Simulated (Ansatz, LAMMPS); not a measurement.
## Squeezing and shearing glassy B2O3 (150 atoms)

How stiff is glassy B2O3 (150 atoms), and how do its levels respond to strain?

Program: Ansatz 0.2.0. Level of theory: Kohn-Sham DFT, PBE, PAW (set soft_2), plane waves. Results are calculated unless marked as measured.

## Step 1: Set-up

The cell holds 150 atoms: 60 B and 90 O. Cell: a = 12.017 Å, b = 12.017 Å, c = 12.017 Å, α = 90.0°, β = 90.0°, γ = 90.0°. 150 atoms (60 B, 90 O) placed at random at 1.93 g/cm³, melted at 3000 K for 20 ps at fixed volume with the Buckingham and Coulomb pair potential of Guillot and Sator (Geochim. Cosmochim. Acta 71, 1249 (2007)) with the boron terms of Wang et al. (J. Non-Cryst. Solids 498, 294 (2018)). Quenched from 3000 K to 300 K at 100 K/ps and fixed volume, held 10 ps at zero pressure.

Limits known from the start: The quench rate of 100 K/ps is many orders above laboratory rates, so the cell is likely richer in defects and strain than a real sample. The network of bonds at the start is that of the classical potential that made the cell, and needn't be the one that DFT or experiment would give. Sampling is at Γ alone.

## Step 2: Single point at the start

The forces at the start show how far the geometry lies from a minimum of this functional.

File input.yaml:

```yaml
crystal:
  lattice:
    - [12.01747, 0.0, 0.0]
    - [0.0, 12.01747, 0.0]
    - [0.0, 0.0, 12.01747]
  atoms:
    - { symbol: B, position: [0.3734, 0.32317, 0.60184] }
    - { symbol: B, position: [0.33736, 0.66179, 0.98885] }
    - { symbol: B, position: [0.49897, 0.92791, 0.58015] }
    - { symbol: B, position: [0.45857, 0.99085, 0.08161] }
    - { symbol: B, position: [0.29196, 0.66668, 0.58087] }
    - { symbol: B, position: [0.28414, 0.87929, 0.98097] }
    - { symbol: B, position: [0.92846, 0.53191, 0.91441] }
    - { symbol: B, position: [0.94322, 0.57005, 0.48006] }
    - { symbol: B, position: [0.23122, 0.63507, 0.33129] }
    - { symbol: B, position: [0.92256, 0.03986, 0.18596] }
    - { symbol: B, position: [0.00094, 0.9232, 0.69812] }
    - { symbol: B, position: [0.93181, 0.11639, 0.7495] }
    - { symbol: B, position: [0.62748, 0.07566, 0.94869] }
    - { symbol: B, position: [0.71306, 0.42346, 0.35654] }
    - { symbol: B, position: [0.71498, 0.59586, 0.96785] }
    - { symbol: B, position: [0.70507, 0.76404, 0.47291] }
    - { symbol: B, position: [0.04832, 0.51632, 0.1023] }
    - { symbol: B, position: [0.7137, 0.80454, 0.04784] }
    - { symbol: B, position: [0.91027, 0.33105, 0.28525] }
    - { symbol: B, position: [0.79478, 0.43233, 0.55949] }
    - { symbol: B, position: [0.72855, 0.14918, 0.12532] }
    - { symbol: B, position: [0.77801, 0.79207, 0.2562] }
    - { symbol: B, position: [0.16494, 0.14351, 0.075] }
    - { symbol: B, position: [0.44802, 0.32189, 0.93209] }
    - { symbol: B, position: [0.5529, 0.1825, 0.2693] }
    - { symbol: B, position: [0.01743, 0.77919, 0.8987] }
    - { symbol: B, position: [0.75382, 0.23496, 0.64106] }
    - { symbol: B, position: [0.57889, 0.12549, 0.73495] }
    - { symbol: B, position: [0.41227, 0.93652, 0.28239] }
    - { symbol: B, position: [0.34175, 0.25319, 0.2902] }
    - { symbol: B, position: [0.21647, 0.43383, 0.2298] }
    - { symbol: B, position: [0.00015, 0.99032, 0.38664] }
    [... 112 atom lines left out ...]
    - { symbol: O, position: [0.20693, 0.07245, 0.15457] }
    - { symbol: O, position: [0.99251, 0.57943, 0.18095] }
    - { symbol: O, position: [0.12971, 0.22308, 0.47995] }
    - { symbol: O, position: [0.7313, 0.83635, 0.15857] }
    - { symbol: O, position: [0.57214, 0.97618, 0.50562] }
    - { symbol: O, position: [0.29908, 0.18926, 0.3774] }
kpoints:
  mp_grid: { grid: [1, 1, 1] }
hamiltonian:
  xc: pbe
scf:
  occupations: { method: fixed }
output:
  forces: true
```

On the command line:

```
> ansatz run input.yaml --threads 4 --pin off --max-ram 8192MiB --backend cpu --events-out ev --progress --plain --runs-dir out
```

Numbers of over 12 decimals in the logs are rounded to 6 here.

The log of the run:

```text
[...]
Pseudopotentials: kind: paw
Pseudopotential: B, paw, valence charge 3, recommended cutoff 420 eV (normal), B.paw.azcp
Pseudopotential: O, paw, valence charge 6, recommended cutoff 420 eV (normal), O.paw.azcp
[... 5 lines on functional and potentials left out ...]
Crystal: 150 atoms, lattice volume = 1735.558 Å³
Basis set: ecut = 420 eV, 33881 PW (Γ), exchange–correlation on 162×162×162 points (8 copies of the dense FFT grid, shifted against one another)
Bands: 510, of which v1, the nominal top of the filled ones, is band 360 counted from 1 (359 counted from 0)
Symmetry: 1 space group operations
Space group: P1 (ITA 1), of the structure as read, at distance tolerance 1.2e-4 Å
k-points: 1
[... 5 lines on functional and potentials left out ...]
Initial density: superposition of atomic densities (neutral atoms: chi_scale 0, normalization atom), corrected by the library's trained network
Initial wavefunctions: pseudopotential atomic-orbital guess
[...]
SCF iter   1: F=—  HF=-60531.761221 eV  |F-HF|=—  |Δ(HF+E_count)|=         —  Δρ=4.36e-3  dr2=2.71e-1  ethr=1.77e-3  ⟨swp⟩=6.0  Hψ=1643  notcnv=0  defer=147
preconditioner: auto → Resta (q_TF=auto, 2.356 Å⁻¹)  ε∞=3.0  [insulator: Δε(μ)=4.665 eV  Ē_g=16.763 eV  n_scr=388 (ndim 8)  ℏωp=23.9 eV  f_vac=0.174  ε∞_Penn≈3.0]
SCF iter   2: F=—  HF=-60531.763566 eV  |F-HF|=—  |Δ(HF+E_count)|=   2.35e-3  Δρ=2.03e-3  dr2=4.19e-2  ethr=3.76e-5  ⟨swp⟩=3.0  Hψ=792  notcnv=0  defer=148
SCF iter   3: F=—  HF=-60531.772953 eV  |F-HF|=—  |Δ(HF+E_count)|=   9.39e-3  Δρ=8.29e-4  dr2=1.14e-2  ethr=5.83e-6  ⟨swp⟩=3.0  Hψ=606  notcnv=0  defer=110
automatic band count: iteration 3 solves 472 bands in place of 510: the levels show a gap, and the empty bands left out lie too high to hold charge; the band table lists the bands solved (type scf.n_extra_bands for more)
SCF iter   4: F=—  HF=-60531.774497 eV  |F-HF|=—  |Δ(HF+E_count)|=   1.54e-3  Δρ=1.70e-4  dr2=5.22e-4  ethr=1.58e-6  ⟨swp⟩=3.0  Hψ=639  notcnv=0  defer=110
SCF iter   5: F=—  HF=-60531.774657 eV  |F-HF|=—  |Δ(HF+E_count)|=   1.60e-4  Δρ=1.10e-4  dr2=1.67e-4  ethr=7.25e-8  ⟨swp⟩=2.0  Hψ=725  notcnv=0  defer=110
SCF iter   6: F=—  HF=-60531.774661 eV  |F-HF|=—  |Δ(HF+E_count)|=   4.32e-6  Δρ=3.04e-5  dr2=1.60e-5  ethr=2.31e-8  ⟨swp⟩=2.0  Hψ=688  notcnv=0  defer=110
SCF iter   7: F=—  HF=-60531.779292 eV  |F-HF|=—  |Δ(HF+E_count)|=   4.63e-3  Δρ=8.34e-6  dr2=1.34e-6  ethr=2.23e-9  ⟨swp⟩=2.0  Hψ=769  notcnv=0  defer=110
SCF iter   8: F=—  HF=-60531.779292 eV  |F-HF|=—  |Δ(HF+E_count)|=   8.19e-7  Δρ=6.12e-6  dr2=5.04e-7  ethr=1.86e-10  ⟨swp⟩=2.0  Hψ=725  notcnv=0  defer=110
SCF iter   9: F=-60531.779292 eV  HF=-60531.779292 eV  |F-HF|=5.39e-9  |Δ(HF+E_count)|=   7.70e-8  Δρ=1.40e-6  dr2=3.11e-8  ethr=1.39e-11  ⟨swp⟩=2.0  Hψ=1484  notcnv=0
SCF 1 converged in 9 iterations: F = -60531.779292 eV  dr2 = 3.11e-8
[...]
SCF converged after 9 iterations
Free energy (F): -60531.779292 eV
Harris-Foulkes:  -60531.779292 eV  (|F-HF|=5.39e-9)
Internal energy: -60531.779292 eV  (E = F + TS)
E sigma→0 (E₀):  -60531.779292 eV
Fermi energy:    1.591846 eV
--- Per-component energies (eV) ---
[...]
Σ components = -60531.779292   (vs F -60531.779292, Δ=0.00e0)
--- Forces (eV/Å), atoms counted from 1 ---
  atom   1  B     -1.73996675     1.27510923     0.34994194
  atom   2  B      0.71654049     0.74618592     1.59596952
  atom   3  B      0.48502490    -0.16245354    -0.30449208
  atom   4  B     -0.61317603    -1.11956212     0.08233196
[...]
atom 150  O     -0.07931192    -0.34218840     0.39507908
  max |Σ_I F_I| component: 4.70e-5 eV/Å
```

It took 9.1 s on 4 threads of AMD EPYC 9R45 (Zen 5), shared host; peak memory 2.3 GiB; 31 s of CPU time.

In the SCF lines HF is the Harris–Foulkes energy and dr2 the Hartree energy of the density residual, in eV; the loop may stop once dr2 is under the threshold and the program's other checks hold. Hψ counts applications of the Hamiltonian.

The r.m.s. force at the start is 0.88 eV/Å.

## Step 3: Cell and atoms relaxed

The cell is relaxed with the atoms, since the starting lattice needn't suit this functional.

File input.yaml:

```yaml
crystal:
  lattice:
    - [12.01747, 0.0, 0.0]
    - [0.0, 12.01747, 0.0]
    - [0.0, 0.0, 12.01747]
  atoms:
    [... the 150 atom lines of step 2 ...]
kpoints:
  mp_grid: { grid: [1, 1, 1] }
hamiltonian:
  xc: pbe
scf:
  occupations: { method: fixed }
output:
  forces: true
relax:
  f_tol: 0.05
  max_steps: 150
  cell: {}
```

The log of the run:

```text
[...]
Crystal: 150 atoms, lattice volume = 1735.558 Å³
Basis set: ecut = 420 eV, 33881 PW (Γ), exchange–correlation on 162×162×162 points (8 copies of the dense FFT grid, shifted against one another)
Bands: 510, of which v1, the nominal top of the filled ones, is band 360 counted from 1 (359 counted from 0)
Symmetry: 1 space group operations
[...]
k-points: 1
[...]
SCF iter   1: F=—  HF=-60531.761244 eV  |F-HF|=—  |Δ(HF+E_count)|=         —  Δρ=4.36e-3  dr2=2.71e-1  ethr=1.77e-3  ⟨swp⟩=6.0  Hψ=1643  notcnv=0  defer=147
[...]
SCF iter   9: F=-60531.779292 eV  HF=-60531.779292 eV  |F-HF|=5.45e-9  |Δ(HF+E_count)|=   7.70e-8  Δρ=1.40e-6  dr2=3.11e-8  ethr=1.39e-11  ⟨swp⟩=2.0  Hψ=1484  notcnv=0
SCF 1 converged in 9 iterations: F = -60531.779292 eV  dr2 = 3.11e-8
[...]
relax step   1: F+E_penalty+E_count = -60531.77929230 eV  Δ(F+E_penalty+E_count) = +0.000e0 eV  max|allowed force component| = 2.951e0 eV/Å  Δτ_max = 0.0000 Å  P = -10.015 GPa  Ω = 1735.558 Å³  (9 SCF iters, dr2 threshold 1.00e-7 eV, accepted)
[... from here on, the SCF cycles and remarks between the steps are left out ...]
relax step   2: F+E_penalty+E_count = -60541.11874790 eV  Δ(F+E_penalty+E_count) = -9.339e0 eV  max|allowed force component| = 2.300e0 eV/Å  Δτ_max = 0.1948 Å  P = -4.143 GPa  Ω = 1694.956 Å³  energy of the carried Pulay correction = +1.751e-1 eV  (7 SCF iters, dr2 threshold 1.50e-5 eV, accepted)
relax step   3: F+E_penalty+E_count = -60544.32837346 eV  Δ(F+E_penalty+E_count) = -3.210e0 eV  max|allowed force component| = 1.373e0 eV/Å  Δτ_max = 0.2000 Å  P = -2.404 GPa  Ω = 1702.848 Å³  energy of the carried Pulay correction = +1.408e-1 eV  (7 SCF iters, dr2 threshold 1.50e-5 eV, accepted)
relax step   4: F+E_penalty+E_count = -60546.42523902 eV  Δ(F+E_penalty+E_count) = -2.097e0 eV  max|allowed force component| = 5.258e-1 eV/Å  Δτ_max = 0.1966 Å  P = +0.086 GPa  Ω = 1688.906 Å³  energy of the carried Pulay correction = +2.016e-1 eV  (7 SCF iters, dr2 threshold 1.50e-5 eV, accepted)
relax step   5: F+E_penalty+E_count = -60547.37233881 eV  Δ(F+E_penalty+E_count) = -9.471e-1 eV  max|allowed force component| = 3.958e-1 eV/Å  Δτ_max = 0.2000 Å  P = -0.038 GPa  Ω = 1702.658 Å³  energy of the carried Pulay correction = +1.416e-1 eV  (7 SCF iters, dr2 threshold 1.50e-5 eV, accepted)
relax step   6: F+E_penalty+E_count = -60548.19714101 eV  Δ(F+E_penalty+E_count) = -8.248e-1 eV  max|allowed force component| = 2.691e-1 eV/Å  Δτ_max = 0.2000 Å  P = -0.187 GPa  Ω = 1706.735 Å³  energy of the carried Pulay correction = +1.239e-1 eV  (7 SCF iters, dr2 threshold 9.79e-6 eV, accepted)
relax step   7: F+E_penalty+E_count = -60548.74828467 eV  Δ(F+E_penalty+E_count) = -5.511e-1 eV  max|allowed force component| = 2.351e-1 eV/Å  Δτ_max = 0.2000 Å  P = -0.260 GPa  Ω = 1708.172 Å³  energy of the carried Pulay correction = +1.177e-1 eV  (7 SCF iters, dr2 threshold 4.53e-6 eV, accepted)
relax step   8: F+E_penalty+E_count = -60549.13181298 eV  Δ(F+E_penalty+E_count) = -3.835e-1 eV  max|allowed force component| = 1.276e-1 eV/Å  Δτ_max = 0.2000 Å  P = -0.174 GPa  Ω = 1709.507 Å³  energy of the carried Pulay correction = +1.119e-1 eV  (7 SCF iters, dr2 threshold 3.45e-6 eV, accepted)
relax step   9: F+E_penalty+E_count = -60549.31364762 eV  Δ(F+E_penalty+E_count) = -1.818e-1 eV  max|allowed force component| = 7.886e-2 eV/Å  Δτ_max = 0.2000 Å  P = -0.010 GPa  Ω = 1712.214 Å³  energy of the carried Pulay correction = +1.002e-1 eV  (8 SCF iters, dr2 threshold 1.02e-6 eV, accepted)
relax step  10: F+E_penalty+E_count = -60549.25845024 eV  Δ(F+E_penalty+E_count) = +5.520e-2 eV  max|allowed force component| = 4.871e-1 eV/Å  Δτ_max = 0.1950 Å  P = -0.823 GPa  Ω = 1722.219 Å³  energy of the carried Pulay correction = +5.708e-2 eV  (9 SCF iters, dr2 threshold 3.89e-7 eV, rejected (line search))
relax step  11: F+E_penalty+E_count = -60549.33909721 eV  Δ(F+E_penalty+E_count) = -2.545e-2 eV  max|allowed force component| = 5.166e-1 eV/Å  Δτ_max = 0.0952 Å  P = +0.931 GPa  Ω = 1709.612 Å³  energy of the carried Pulay correction = +1.114e-1 eV  (11 SCF iters, accepted)
relax step  12: F+E_penalty+E_count = -60549.40340104 eV  Δ(F+E_penalty+E_count) = -6.430e-2 eV  max|allowed force component| = 2.917e-1 eV/Å  Δτ_max = 0.1000 Å  P = +0.540 GPa  Ω = 1713.795 Å³  energy of the carried Pulay correction = +9.336e-2 eV  (7 SCF iters, dr2 threshold 1.50e-5 eV, accepted)
relax step  13: F+E_penalty+E_count = -60549.42503846 eV  Δ(F+E_penalty+E_count) = -2.164e-2 eV  max|allowed force component| = 2.056e-1 eV/Å  Δτ_max = 0.1452 Å  P = -0.244 GPa  Ω = 1720.865 Å³  energy of the carried Pulay correction = +6.290e-2 eV  (7 SCF iters, dr2 threshold 5.32e-6 eV, accepted)
relax step  14: F+E_penalty+E_count = -60549.49646908 eV  Δ(F+E_penalty+E_count) = -7.143e-2 eV  max|allowed force component| = 1.232e-1 eV/Å  Δτ_max = 0.2000 Å  P = +0.069 GPa  Ω = 1717.736 Å³  energy of the carried Pulay correction = +7.637e-2 eV  (7 SCF iters, dr2 threshold 2.64e-6 eV, accepted)
relax step  15: F+E_penalty+E_count = -60549.52532002 eV  Δ(F+E_penalty+E_count) = -2.885e-2 eV  max|allowed force component| = 8.224e-2 eV/Å  Δτ_max = 0.2000 Å  P = -0.011 GPa  Ω = 1717.434 Å³  energy of the carried Pulay correction = +7.767e-2 eV  (7 SCF iters, dr2 threshold 9.49e-7 eV, accepted)
relax step  16: F+E_penalty+E_count = -60549.52885840 eV  Δ(F+E_penalty+E_count) = -3.538e-3 eV  max|allowed force component| = 6.486e-2 eV/Å  Δτ_max = 0.1950 Å  P = +0.019 GPa  Ω = 1718.346 Å³  energy of the carried Pulay correction = +7.374e-2 eV  (8 SCF iters, dr2 threshold 4.23e-7 eV, accepted)
relax step  17: F+E_penalty+E_count = -60549.52582679 eV  Δ(F+E_penalty+E_count) = +3.032e-3 eV  max|allowed force component| = 7.573e-2 eV/Å  Δτ_max = 0.1584 Å  P = -0.012 GPa  Ω = 1719.402 Å³  energy of the carried Pulay correction = +6.920e-2 eV  (7 SCF iters, dr2 threshold 2.63e-7 eV, accepted)
relax step  18: F+E_penalty+E_count = -60549.52836041 eV  Δ(F+E_penalty+E_count) = -2.534e-3 eV  max|allowed force component| = 2.743e-2 eV/Å  Δτ_max = 0.1096 Å  P = -0.013 GPa  Ω = 1719.864 Å³  energy of the carried Pulay correction = +6.721e-2 eV  (7 SCF iters, dr2 threshold 3.58e-7 eV, accepted)
relax step  19: F+E_penalty+E_count = -60549.61545865 eV  Δ(F+E_penalty+E_count) = -8.710e-2 eV  max|allowed force component| = 2.616e-2 eV/Å  Δτ_max = 0.0000 Å  P = +0.025 GPa  Ω = 1719.864 Å³  stress off target by 3.42e-1 GPa  SCF on the basis re-selected at this cell (its energy is not comparable with the rows above)  (7 SCF iters)
relax step  20: F+E_penalty+E_count = -60549.60947621 eV  Δ(F+E_penalty+E_count) = +5.982e-3 eV  max|allowed force component| = 8.716e-2 eV/Å  Δτ_max = 0.2000 Å  P = +0.045 GPa  Ω = 1722.226 Å³  energy of the carried Pulay correction = -1.085e-2 eV  (9 SCF iters, dr2 threshold 2.93e-7 eV, accepted)
relax step  21: F+E_penalty+E_count = -60549.62167160 eV  Δ(F+E_penalty+E_count) = -1.220e-2 eV  max|allowed force component| = 5.409e-2 eV/Å  Δτ_max = 0.1313 Å  P = -0.027 GPa  Ω = 1725.321 Å³  energy of the carried Pulay correction = -2.348e-2 eV  (8 SCF iters, dr2 threshold 4.75e-7 eV, accepted)
relax step  22: F+E_penalty+E_count = -60549.63010543 eV  Δ(F+E_penalty+E_count) = -8.434e-3 eV  max|allowed force component| = 1.917e-2 eV/Å  Δτ_max = 0.0531 Å  P = +0.002 GPa  Ω = 1724.194 Å³  energy of the carried Pulay correction = -1.886e-2 eV  (7 SCF iters, dr2 threshold 1.83e-7 eV, accepted)
relax step  23: F+E_penalty+E_count = -60549.65398876 eV  Δ(F+E_penalty+E_count) = -2.388e-2 eV  max|allowed force component| = 1.852e-2 eV/Å  Δτ_max = 0.0000 Å  P = +0.028 GPa  Ω = 1724.194 Å³  stress off target by 1.12e-1 GPa  SCF on the basis re-selected at this cell (its energy is not comparable with the rows above)  (6 SCF iters)
relax step  24: F+E_penalty+E_count = -60549.65025085 eV  Δ(F+E_penalty+E_count) = +3.738e-3 eV  max|allowed force component| = 1.248e-2 eV/Å  Δτ_max = 0.0137 Å  P = -0.000 GPa  Ω = 1725.583 Å³  energy of the carried Pulay correction = -5.774e-3 eV  (7 SCF iters, dr2 threshold 3.13e-8 eV, accepted)
relax step  25: F+E_penalty+E_count = -60549.65588880 eV  Δ(F+E_penalty+E_count) = -5.638e-3 eV  max|allowed force component| = 1.254e-2 eV/Å  Δτ_max = 0.0000 Å  P = +0.006 GPa  Ω = 1725.583 Å³  stress off target by 2.53e-2 GPa  SCF on the basis re-selected at this cell (its energy is not comparable with the rows above)  (5 SCF iters)
[...]
SCF converged after 5 iterations
Free energy (F): -60549.655889 eV
[...]
Internal energy: -60549.655889 eV  (E = F + TS)
E sigma→0 (E₀):  -60549.655889 eV
Fermi energy:    1.077074 eV
[...]
--- Forces (eV/Å), atoms counted from 1 ---
  atom   1  B     -0.00266664    -0.00094097    -0.00209171
  atom   2  B     -0.00446439     0.00073621     0.00089278
  atom   3  B      0.00375349    -0.00105651    -0.00585746
  atom   4  B      0.00161865    -0.00319585     0.00146142
  atom   5  B     -0.00069150     0.00201164     0.00011215
  atom   6  B     -0.00021090    -0.00154007    -0.00044114
  atom   7  B     -0.01031526     0.00330276     0.00648537
  atom   8  B      0.00208097    -0.00046166    -0.00023924
  atom   9  B      0.00104797    -0.00209145    -0.00295143
  atom  10  B      0.00256952    -0.00071763     0.00024625
  atom  11  B     -0.00252773    -0.00181189    -0.00269400
  atom  12  B      0.00289222    -0.00652007    -0.00465853
  atom  13  B     -0.00106036    -0.00285391     0.00361762
  atom  14  B     -0.00028223    -0.00232462    -0.00603182
[...]
atom 149  O     -0.00214625    -0.00317988     0.00386051
  atom 150  O     -0.00074502     0.00304914     0.00056707
  max |Σ_I F_I| component: 7.53e-6 eV/Å
--- Stress (GPa, compression-positive) ---
       -0.009355       0.003906      -0.008176
        0.003902       0.006670      -0.006397
       -0.008169      -0.006378       0.020377
  P = ⅓ Tr σ = 0.0059 GPa (0.059 kbar)
--- Relaxed structure (22 steps of the walk, 21 accepted, 3 SCFs on fresh bases) ---
  F+E_penalty+E_count = -60549.65588880 eV   max|allowed force component| = 1.254e-2 eV/Å   (the final SCF, on the basis selected at the relaxed cell)
  cell:  # Å, volume = 1725.5835 Å³
    - [11.373585, 0.061342, -0.155576]
    - [0.061342, 12.169907, -0.067868]
    - [-0.155576, -0.067868, 12.469531]
  atoms:
    - { symbol: B, position: [0.364818, 0.327859, 0.631081] }
    - { symbol: B, position: [0.386559, 0.701910, 0.952161] }
    - { symbol: B, position: [0.512944, 0.937925, 0.558624] }
    - { symbol: B, position: [0.454117, 0.985644, -0.00208019] }
[...]
- { symbol: O, position: [0.326176, 0.181688, 0.378560] }
```

Wall time 3 min (4 threads); peak memory 2.4 GiB; 11 min of CPU time.

The relaxation converged after 22 steps, with a largest force component of 0.013 eV/Å.

(Part 1 of 3 ends here.)

[Logs are printed without paths, hosts, clocks, repeated set-up lines and the standing remarks that a program may print on its own settings, such as how far it seeks lower states.]

[Hosts, paths, dates, database ids (printed as entryN), source tags and the programs' standing remarks are cut or masked in the printed files.]
